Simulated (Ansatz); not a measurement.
# Is LiTa2 in the C11b ordering a stable metal?, part 2 of 3

The plan: relax LiTa2 in the C11b ordering, check its phonons, and, if the lattice is stable, compute its Eliashberg function and ρ(T).

Ansatz 0.2.0; DFT PBE, scalar-relativistic, plane waves, PAW.

So far. Step 2 (Rough relaxation): The largest force is now 0.0094 eV/Å and the largest stress component 0.31 GPa.

The structure was built from a prototype and need not be the compound's stable phase.

## Step 3: Relaxing cell and atoms

Lattice constant and positions set the bands and the force constants, so the cell is relaxed first.

Input file input.yaml:

```yaml
crystal:
  lattice:
    - [3.3722360201, 0.0, 1.6667e-06]
    - [0.0, 3.3722360201, 1.6667e-06]
    - [1.6861158517, 1.6861158517, 4.3668880765]
  atoms:
    - { symbol: Li, position: [0.0, 0.0, 0.0] }
    - { symbol: Ta, position: [0.6654636165, 0.6654636165, 0.6690727671] }
    - { symbol: Ta, position: [0.3345363835, 0.3345363835, 0.3309272329] }
kpoints:
  mp_grid: { grid: [10, 10, 10] }
hamiltonian:
  xc: pbe
scf:
  occupations: { method: gaussian, width: 0.1 }
output:
  forces: true
  stress: true
  eigenvalues: true
  write_density: true
  write_potential: true
  elf: true
  volumetric_format: npy
relax:
  adjacent_minimum: "off"
  f_tol: 0.005
  max_steps: 80
  cell: { stress_tol: 0.05 }
```

Command:

```bash
$ ansatz run input.yaml --threads 4 --pin off --max-ram 8192MiB --backend cpu --events-out ev --progress --plain --runs-dir out
```

Numbers of over 12 decimals in the logs are rounded to 6 here.

The log of the run:

```text
[the first part of the log is left out]
  E_vxc        = -420.192020  (∫ρ·V_xc dr)
  E_paw        = -16813.842733  (= ΣΔE_a)
  E_vpaw       = -237.689435  (= ΣTr[D̂ρ^β])
  E_aug_tail   = 0.000292  (compensation charges beyond the density's cutoff)
  E_ewald      = -2561.794770
  E_smearing   = -0.010429  (= −TS)
  E_closure    = 0.000000  (closes the sum)
  Σ components = -20067.880572   (vs F -20067.880572, Δ=0.00e0)
--- Forces (eV/Å), atoms counted from 1 ---
  atom   1  Li     0.00000000     0.00000000     0.00000000
  atom   2  Ta     0.00000000     0.00000000    -0.00260307
  atom   3  Ta    -0.00000000    -0.00000000     0.00260307
  max |Σ_I F_I| component: 8.67e-19 eV/Å
--- Stress (GPa, compression-positive) ---
        0.019826       0.000000      -0.000000
        0.000000       0.019826      -0.000000
       -0.000000      -0.000000       0.037913
  P = ⅓ Tr σ = 0.0259 GPa (0.259 kbar)
--- Band table (eV; the first three rows and the last of 102) ---
[...]
--- Relaxed structure (3 steps of the walk, 2 accepted, 1 SCFs on fresh bases) ---
[...]
cell:  # Å, volume = 49.6174 Å³
    - [3.365706, -4.110884236864318e-13, 1.663492707151525e-6]
    - [-4.110884236854995e-13, 3.365706, 1.6634927071496414e-6]
    - [1.682851, 1.682851, 4.380077]
  atoms:
    - { symbol: Li, position: [0, 0, 0] }
    - { symbol: Ta, position: [0.665102, 0.665102, 0.669795] }
    - { symbol: Ta, position: [0.334898, 0.334898, 0.330205] }
```

Run time: 5.3 s. Hardware: 4 threads of Arm Neoverse V2, shared host; peak memory 0.41 GiB; 20 s of CPU time.

Step by step:

| step | energy less that of the first step (eV) | largest force component (eV/Å) | pressure (GPa) | volume (Å³) |
| --- | --- | --- | --- | --- |
| 1 | 0.0000 | 0.0353 | 0.02 | 49.66 |
| 2 | 0.0001 | 0.0569 | -0.10 | 49.60 |
| 3 | -0.0004 | 0.0026 | 0.03 | 49.62 |
| 4 | -0.0004 | 0.0026 | 0.03 | 49.62 |

The log counts 1 steps on a newly chosen plane-wave basis, not all of them marked here; energy and pressure can jump at such steps. Relaxation step 2 was tried and not accepted.

| conventional cell, symmetrised | before | after | change |
| --- | --- | --- | --- |
| a (Å) | 3.372 | 3.366 | -0.2 % |
| b (Å) | 3.372 | 3.366 | -0.2 % |
| c (Å) | 8.734 | 8.760 | +0.3 % |
| volume (Å³/atom) | 16.55 | 16.54 | -0.1 % |

The relaxed structure:

```
Li Ta
1.0
     3.36571    0.00000    0.00000
     0.00000    3.36571    0.00000
     1.68285    1.68285    4.38008
Li Ta
1 2
Cartesian
  0.0000 0.0000 0.0000
  3.3657 3.3657 2.9338
  1.6829 1.6829 1.4463
```

Numbers from this step:

```
pressure        : 0.02586 GPa
volume per atom : 16.54 Å³
```

ELF in the ac plane of the cell as run, not the conventional one, at fractional y = 0.000, with atoms of Li within 0.2 Å of it. It is the smooth field of the valence electrons, not physical close to the nuclei.

Ten even steps from '0' (0.02) to '9' (1.00):
```
99710135555420039
67400034555431003
01000134444443100
00000233333333310
11112333222223332
43333433211112334
44444443211111234
44444443211111234
44444443211111123
33333333221111123
33222233322111122
32222222322221222
32221222232222222
32211112233322223
33211111223333333
43211111123444444
44321111123444444
44321111123444444
44332111123343333
12333222223332111
00133333333320000
00013444444310001
63001345554300047
99300245555310179
99710145555410179
```
Columns run along a (3.4 Å), rows up along c (5.0 Å). Atoms in or near the plane, at fractional coordinates: Li at (0.00, 0.00).

Valence density in the ac plane of the cell as run, not the conventional one, at fractional y = 0.000, with atoms of Li within 0.2 Å of it. It is the smooth field of the valence electrons, not physical close to the nuclei.

Values in e/Å³, 20 rows by 14 columns, each cell a mean:
```
6.0 4.5 1.5 0.2 0.1 0.1 0.1 0.1 0.1 0.1 0.1 0.1 0.6 3.0
1.7 1.6 0.7 0.2 0.1 0.1 0.1 0.1 0.1 0.1 0.1 0.1 0.2 0.6
0.2 0.3 0.2 0.1 0.1 0.1 0.1 0.1 0.1 0.1 0.1 0.1 0.1 0.1
0.1 0.1 0.1 0.1 0.1 0.1 0.2 0.2 0.2 0.2 0.2 0.2 0.1 0.1
0.2 0.1 0.1 0.2 0.2 0.2 0.2 0.2 0.2 0.2 0.2 0.2 0.2 0.2
0.2 0.2 0.2 0.2 0.2 0.2 0.2 0.3 0.3 0.3 0.3 0.3 0.2 0.2
0.2 0.2 0.2 0.2 0.2 0.2 0.3 0.3 0.3 0.4 0.4 0.3 0.3 0.3
0.3 0.3 0.3 0.3 0.3 0.3 0.3 0.3 0.4 0.4 0.5 0.4 0.4 0.3
0.3 0.3 0.3 0.3 0.3 0.3 0.3 0.3 0.4 0.4 0.5 0.5 0.4 0.3
0.3 0.4 0.4 0.4 0.4 0.4 0.4 0.3 0.4 0.4 0.4 0.4 0.4 0.4
0.3 0.4 0.4 0.5 0.5 0.4 0.4 0.3 0.3 0.3 0.3 0.3 0.3 0.3
0.3 0.3 0.4 0.4 0.5 0.4 0.4 0.3 0.3 0.3 0.3 0.3 0.3 0.3
0.2 0.3 0.3 0.3 0.4 0.4 0.3 0.3 0.3 0.2 0.2 0.2 0.2 0.2
0.2 0.2 0.2 0.3 0.3 0.3 0.3 0.3 0.2 0.2 0.2 0.2 0.2 0.2
0.2 0.2 0.2 0.2 0.2 0.2 0.2 0.2 0.2 0.2 0.2 0.2 0.2 0.2
0.1 0.1 0.2 0.2 0.2 0.2 0.2 0.2 0.2 0.2 0.1 0.1 0.1 0.1
0.2 0.1 0.1 0.1 0.1 0.2 0.2 0.1 0.1 0.1 0.1 0.1 0.2 0.2
1.1 0.4 0.1 0.1 0.1 0.1 0.1 0.1 0.1 0.1 0.1 0.2 0.6 1.3
4.8 2.1 0.4 0.1 0.1 0.1 0.1 0.1 0.1 0.1 0.1 0.3 1.7 4.5
8.5 4.9 1.2 0.2 0.1 0.1 0.1 0.1 0.1 0.1 0.1 0.3 1.8 6.1
```
Columns run along a (3.4 Å), rows up along c (5.0 Å). Atoms in or near the plane, at fractional coordinates: Li at (0.00, 0.00).

Electrostatic potential energy in the ac plane of the cell as run, not the conventional one, at fractional y = 0.000, with atoms of Li within 0.2 Å of it. With pseudopotentials it is smooth inside the atoms' cores, unlike the true potential.

Ten even steps from '_' (-11 eV) to '@' (17 eV):
```
______--##%%@@@@@@@@@@@@@@%%**..__
____..--##%%@@@@@@@@@@@@@@@@%%++..
==----++%%%%@@@@@@@@@@@@@@@@%%%%**
######%%%%@@@@@@@@@@@@@@@@@@@@%%%%
@@%%%%%%@@@@@@@@@@@@%%%%@@@@@@@@@@
@@@@@@@@@@@@@@@@%%%%%%%%%%%%@@@@@@
@@@@@@@@@@@@@@%%%%########%%%%%%@@
@@@@@@@@@@@@@@%%%%##******####%%%%
%%@@@@@@@@@@%%%%####**++++****##%%
%%%%%%%%%%%%%%%%##**++++==++**####
####################**++==++++**##
######******########****++++****##
####****++++****########******####
####**++++==++**##################
%%####**++==++++**##%%%%%%%%%%%%%%
%%%%##****++++**####%%%%@@@@@@@@@@
@@%%%%####******##%%%%@@@@@@@@@@@@
@@@@%%%%%%########%%%%@@@@@@@@@@@@
@@@@@@@@%%%%%%%%%%%%@@@@@@@@@@@@@@
@@@@@@@@@@@@%%%%@@@@@@@@@@@@%%%%%%
##%%%%@@@@@@@@@@@@@@@@@@@@%%%%####
==**%%%%@@@@@@@@@@@@@@@@%%%%++----
__..++%%@@@@@@@@@@@@@@@@%%##--..__
____..**%%@@@@@@@@@@@@@@%%##--____
______--##@@@@@@@@@@@@@@@@##--____
```
Columns run along a (3.4 Å; values clipped at the 3rd and 97th percentile), rows up along c (5.0 Å). Atoms in or near the plane, at fractional coordinates: Li at (0.00, 0.00).

The largest force is now 0.0026 eV/Å and the largest stress component 0.038 GPa.

## Step 4: Relaxing tightly for phonons

Residual forces and stress shift phonon frequencies, so the cell is relaxed again, with tight thresholds and the mesh and smearing of this input.

Input file input.yaml:

```yaml
crystal:
  lattice:
    - [3.3657059988, 0.0, 1.6635e-06]
    - [0.0, 3.3657059988, 1.6635e-06]
    - [1.6828508345, 1.6828508345, 4.380076649]
  atoms:
    - { symbol: Li, position: [0.0, 0.0, 0.0] }
    - { symbol: Ta, position: [0.6651024325, 0.6651024325, 0.669795135] }
    - { symbol: Ta, position: [0.3348975675, 0.3348975675, 0.330204865] }
kpoints:
  mp_grid: { grid: [8, 8, 8] }
hamiltonian:
  xc: pbe
scf:
  occupations: { method: methfessel_paxton, width: 0.2 }
output:
  forces: true
  stress: true
  eigenvalues: true
relax:
  adjacent_minimum: "off"
  f_tol: 0.001
  max_steps: 60
  cell: { stress_tol: 0.01 }
```

The log of the run:

```text
[the first part of the log is left out]
  E_vxc        = -420.217383  (∫ρ·V_xc dr)
  E_paw        = -16813.840420  (= ΣΔE_a)
  E_vpaw       = -237.689920  (= ΣTr[D̂ρ^β])
  E_aug_tail   = 0.000291  (compensation charges beyond the density's cutoff)
  E_ewald      = -2564.692121
  E_smearing   = 0.001060  (= −TS)
  E_closure    = 0.000000  (closes the sum)
  Σ components = -20067.876186   (vs F -20067.876186, Δ=0.00e0)
--- Forces (eV/Å), atoms counted from 1 ---
  atom   1  Li     0.00000000     0.00000000     0.00000000
[...]
-0.000000      -0.000000       0.001263
  P = ⅓ Tr σ = 0.0010 GPa (0.010 kbar)
--- Band table (eV; the first three rows and the last of 59) ---
[...]
--- Relaxed structure (5 steps of the walk, 4 accepted, 2 SCFs on fresh bases) ---
[...]
cell:  # Å, volume = 49.5183 Å³
    - [3.363495, -4.108314897838911e-13, 1.6624257544857505e-6]
    - [-4.108314897838503e-13, 3.363495, 1.662425754485668e-6]
    - [1.681745, 1.681745, 4.377081]
  atoms:
    - { symbol: Li, position: [0, 0, 0] }
    - { symbol: Ta, position: [0.664589, 0.664589, 0.670822] }
    - { symbol: Ta, position: [0.335411, 0.335411, 0.329178] }
```

Wall time 5.3 s (4 threads); peak memory 0.38 GiB; 19 s of CPU time.

Little changed from the start: no atom moved by 0.005 Å and no cell edge by 0.1 %.

This step gave:

| Property | Result |
| --- | --- |
| pressure | 9.67e-4 GPa |
| volume per atom | 16.51 Å³ |

The largest force is now 1.5e-5 eV/Å and the largest stress component 0.0013 GPa, small enough for phonons.

## Step 5: Lattice stability: q 2×2×2, k 6×6×6

Couplings are defined for a stable lattice alone, so phonons come first.

Input file input.yaml:

```yaml
crystal:
  lattice:
    - [3.3634950796, 0.0, 1.6624e-06]
    - [0.0, 3.3634950796, 1.6624e-06]
    - [1.6817453764, 1.6817453764, 4.3770805045]
  atoms:
    - { symbol: Li, position: [0.0, 0.0, 0.0] }
    - { symbol: Ta, position: [0.6645889671, 0.6645889671, 0.6708220658] }
    - { symbol: Ta, position: [0.3354110329, 0.3354110329, 0.3291779342] }
kpoints:
  mp_grid: { grid: [6, 6, 6] }
hamiltonian:
  xc: pbe
scf:
  occupations: { method: methfessel_paxton, width: 0.2 }
output:
  eigenvalues: true
phonons:
  method: dfpt
  qmesh: [2, 2, 2]
  temperatures: { t_max: 1000, t_step: 50 }
  qpath:
    path:
      - [[0.0, 0.0, 0.0], [0.5, 0.5, 0.5], [0.5, 0.5, 0.75], [0.5, 0.0, 0.5], [0.0, 0.0, 0.0], [0.0, 0.0, 0.5], [0.4261887, 0.0, 0.71309435]]
      - [[0.5738113, 0.0, 0.28690565], [0.0, 0.0, 0.0]]
      - [[0.5, 0.5, 0.5], [0.5738113, 0.4261887, 0.5]]
      - [[0.4261887, 0.4261887, 0.9261887], [0.0, 0.0, 0.5]]
    npoints: 10
```

The log of the run:

```text
[...]
Crystal: 3 atoms, lattice volume = 49.518 Å³
Basis set: ecut = 420 eV, 987 PW (Γ), exchange–correlation on 72×72×72 points (8 copies of the dense FFT grid, shifted against one another)
Bands: 19, of which v1, the nominal top of the filled ones, is band 15 counted from 1 (14 counted from 0)
Symmetry: 16 space group operations
k-points: 30 of 216
[...]
SCF iter   1: F=—  HF=-20067.870255 eV  |F-HF|=—  |Δ(HF+E_count)|=         —  Δρ=5.43e-3  dr2=1.87e-2  ethr=1.77e-3  ⟨swp⟩=5.0  Hψ=2518  notcnv=0
[...]
SCF iter   9: F=-20067.866501 eV  HF=-20067.866501 eV  |F-HF|=0.00e0  |Δ(HF+E_count)|=  3.64e-12  S|Δr|=    0.00e0  Δρ=2.99e-8  dr2=3.49e-13  ethr=1.00e-12  ⟨swp⟩=5.1  Hψ=2166  notcnv=0
SCF 1 converged in 9 iterations: F = -20067.866501 eV  dr2 = 3.49e-13
[...]
phonons: the bands overlap, so this run is a metal and interpolates without the dipole-dipole term. If the crystal is really an insulator or semiconductor, its LO-TO splitting is missing
NSCF: frozen V_eff on 30 k-points
[...]
DFPT response loops at q = (0, 0, 0) (fractional): preconditioner auto → Kerker (q_TF=auto, 2.496 Å⁻¹) (partly filled bands, converged f_vac=0.000); β = 1.00, the filter's whole step (`scf.mixing.beta` (0.50) is not read by the response loops under this deck's `scf.mixing.preconditioner`; to damp them name `kerker` or `kerker_dos`, under which they read `scf.mixing.beta`, and type it under 1.00, their step now; both keys bind the ground state too); Broyden in place of MSR1
[...]
SCF converged after 9 iterations
Stability not checked: this state was not tested for a lower state beside it, because cold or Methfessel-Paxton smearing, or corrected tetrahedra, fill the levels in a way that the test cannot read (fill_not_monotonic; see scf.lower_state_search)
Free energy (F): -20067.866501 eV
[...]
Internal energy: -20067.863779 eV  (E = F + TS)
E sigma→0 (E₀):  -20067.865821 eV
Entropy (-TS):   -0.002722 eV (-0.907 meV/atom)
Fermi energy:    14.177134 eV
[...]
--- Band table (eV; the first three rows and the last of 30) ---
  k-point 0: bands = [... 11 lower, 11.6452, 14.1527, 15.1127, 15.2804, 15.5207, 15.5207, 15.7872, 15.7872]
  k-point 1: bands = [... 11 lower, 11.5210, 13.7009, 14.9813, 14.9813, 15.3285, 15.4029, 16.5474, 16.5474]
  k-point 2: bands = [... 11 lower, 11.3091, 12.7095, 14.5691, 14.5691, 15.4310, 15.9852, 17.5993, 17.5993]
  k-point 29: bands = [... 11 lower, 12.2645, 12.4125, 13.7610, 14.3576, 15.2115, 17.7376, 18.5954, 18.6790]
--- Phonons (Γ-DFPT): 4 representative perturbations + reference (Σ response iterations 12) ---
  ASR residual: 1.014e-5 → 0.000e0 eV/Å²; symmetrization residual: 1.908e-4 eV/Å²
  ASR residual per site (eV/Å²): 3.67e-6 1.01e-5 1.01e-5
  Γ frequencies (cm⁻¹): 0.00 0.00 0.00 131.23 131.23 154.24 436.53 473.51 473.51
--- Phonons (arbitrary-q DFPT): 4 irreducible q on the 2×2×2 mesh ---
  q = [0.0000, 0.0000, 0.0000] (star 1, of the zone-centre solve; hermiticity 2.10e-5, symmetrization 1.05e-5): -0.00 -0.00 -0.00 131.23 131.23 154.24 436.53 473.51 473.51
  q = [0.0000, 0.0000, -0.5000] (star 1, 4 solved perturbations in 228 linear systems a pass and spin channel, the states on 112 of 216 k-point pairs; hermiticity 1.17e-4, symmetrization 5.84e-5): 67.06 67.06 101.62 109.43 109.43 166.82 442.48 462.25 462.25
  q = [0.0000, -0.5000, 0.0000] (star 4, 6 solved perturbations on 68 of 216 k-point pairs; hermiticity 2.73e-4, symmetrization 9.10e-6): 73.51 96.68 96.97 109.99 113.08 137.10 435.83 457.12 472.41
[...]
sum rule: each row above includes the acoustic sum rule's correction from the zone centre's row sums; it moved no ω² by more than (0.38 cm⁻¹)²
  mesh force constants: q→R imaginary residual 1.03e-17; ASR residual 1.014e-5 → 0.000e0 eV/Å²; symmetrization residual 3.553e-15 eV/Å²
  interpolated dispersion: 94 rows × 9 modes
  density of states and harmonic sums: on the 20×20×14 q-mesh, interpolated from the force constants of a 2×2×2 supercell (no non-analytic term)
  largest difference from the sums on the solved wave vectors: F 1.44e-1 eV, S 1.89e-4 and C_V 4.58e-5 eV/K
  zero-point energy: 0.120720 eV/cell   skipped modes (ω ≤ 0): 142, of them read as no rigid motion or as one in doubt: 139 (9.893e-2 modes/cell left out, lowest -57.43 cm⁻¹)   left out of the sums: 1.11e-2 of the cell's modes: C_V's classical limit lies that fraction below 3 k_B per atom; for a crystal, a wire or a layer, F and S can be off by more, and a phonons.interpolated_qmesh denser along its periods is the remedy for the sampling
```

The job ended after 26 s (4 threads; peak memory 0.6 GiB; 1.7 min of CPU time).

This step gave:

* share of imaginary modes in the plain interpolation between solved wavevectors: 0.0113
* highest frequency, solved or plainly interpolated: 474.9 cm⁻¹

Solved on the 2×2×2 mesh alone; all other wavevectors are interpolated. Phonon branches along the path, in cm⁻¹:

| point | branch 1 | branch 2 | branch 3 | branch 4 | branch 5 | branch 6 | branch 7 | branch 8 | branch 9 |
| --- | --- | --- | --- | --- | --- | --- | --- | --- | --- |
| Γ | 0 | 0 | 0 | 131 | 131 | 154 | 436 | 474 | 474 |
| halfway | -11 | 73 | 91 | 105 | 122 | 139 | 438 | 463 | 471 |
| X | -57 | 70 | 72 | 102 | 120 | 136 | 447 | 454 | 462 |
| halfway | -51 | 46 | 86 | 101 | 120 | 136 | 447 | 455 | 461 |
| P | -24 | -24 | 96 | 96 | 120 | 135 | 447 | 458 | 458 |
| halfway | 56 | 69 | 97 | 99 | 126 | 127 | 441 | 458 | 465 |
| N | 74 | 97 | 97 | 110 | 113 | 137 | 436 | 457 | 472 |
| halfway | 40 | 65 | 82 | 121 | 122 | 142 | 436 | 465 | 473 |
| Γ | 0 | 0 | 0 | 131 | 131 | 154 | 436 | 474 | 474 |
| halfway | 42 | 42 | 71 | 123 | 123 | 161 | 440 | 468 | 468 |
| M | 67 | 67 | 102 | 109 | 109 | 167 | 442 | 462 | 462 |
| halfway | 70 | 73 | 84 | 117 | 128 | 157 | 440 | 459 | 464 |
| S | 80 | 86 | 91 | 116 | 131 | 132 | 437 | 456 | 470 |
| jump to S0 | 80 | 86 | 91 | 116 | 131 | 132 | 437 | 456 | 470 |
| halfway | 60 | 72 | 75 | 118 | 120 | 136 | 436 | 465 | 475 |
| Γ | 0 | 0 | 0 | 131 | 131 | 154 | 436 | 474 | 474 |
| jump to X | -57 | 70 | 72 | 102 | 120 | 136 | 447 | 454 | 462 |
| halfway | -52 | 70 | 74 | 101 | 121 | 135 | 447 | 454 | 462 |
| R | -35 | 71 | 78 | 99 | 123 | 132 | 446 | 455 | 462 |
| jump to G | -35 | 71 | 78 | 99 | 123 | 132 | 446 | 455 | 462 |
| halfway | 74 | 75 | 93 | 108 | 124 | 150 | 441 | 460 | 461 |
| M | 67 | 67 | 102 | 109 | 109 | 167 | 442 | 462 | 462 |

The phonon branches as a text plot (rows in cm⁻¹; labels by their first letter):

```
    464 |********************************************************
    442 |********************************************************
    419 |
    397 |
    375 |
    353 |
    331 |
    309 |
    286 |
    264 |
    242 |
    220 |
    198 |
    175 |                              ****                     *
    153 |***                     ******    ***      ***     ****
    131 |******************************    *********************
    109 |  **********   ********       *************   **  ******
     87 |   *****  **************      *  *********     *********
     65 |  ***  ****    **********    ********    **   **********
     42 | **        *  **      ****  **             **   *
     20 |****                    *****               **
     -2 |*   *                     **
    -24 |     *      **
    -46 |      ******                                  **
         Γ        X  P      N      Γ     M    S|S     ΓR|G      M
```

Lowest modes at the softest wavevector of the mesh. Modes at q = (0.500, 0.500, 0.500), with each element's share of the kinetic energy (negative means imaginary):

| mode | frequency (cm⁻¹) | Li % | Ta % |
| --- | --- | --- | --- |
| 1 | -57.4 | 3 | 97 |
| 2 | 69.6 | 0 | 100 |
| 3 | 72.3 | 2 | 98 |
| 4 | 102.3 | 0 | 100 |
| 5 | 120.0 | 0 | 100 |
| 6 | 135.6 | 0 | 100 |

Displacements in mode 1 (-57.4 cm⁻¹), the largest set to 1, in the home cell:
```
Li1 -1.00  1.00  0.00
Ta2 -0.80  0.80  0.00
Ta3  0.80 -0.80  0.00
```

Displacements in mode 6 (135.6 cm⁻¹), the largest set to 1, in the home cell:
```
Li1  0.00  0.00  0.00
Ta2  0.00  0.00 -1.00
Ta3  0.00  0.00 -1.00
```

Among the solved wavevectors the lowest mode, translations apart, is -57.4 cm⁻¹, imaginary.

[end of part 2 of 3]

[Logs are printed without paths, hosts, clocks, repeated set-up lines and the standing remarks that a program may print on its own settings, such as how far it seeks lower states.]

[Hosts, paths, dates, database ids (printed as entryN), source tags and the programs' standing remarks are cut or masked in the printed files.]
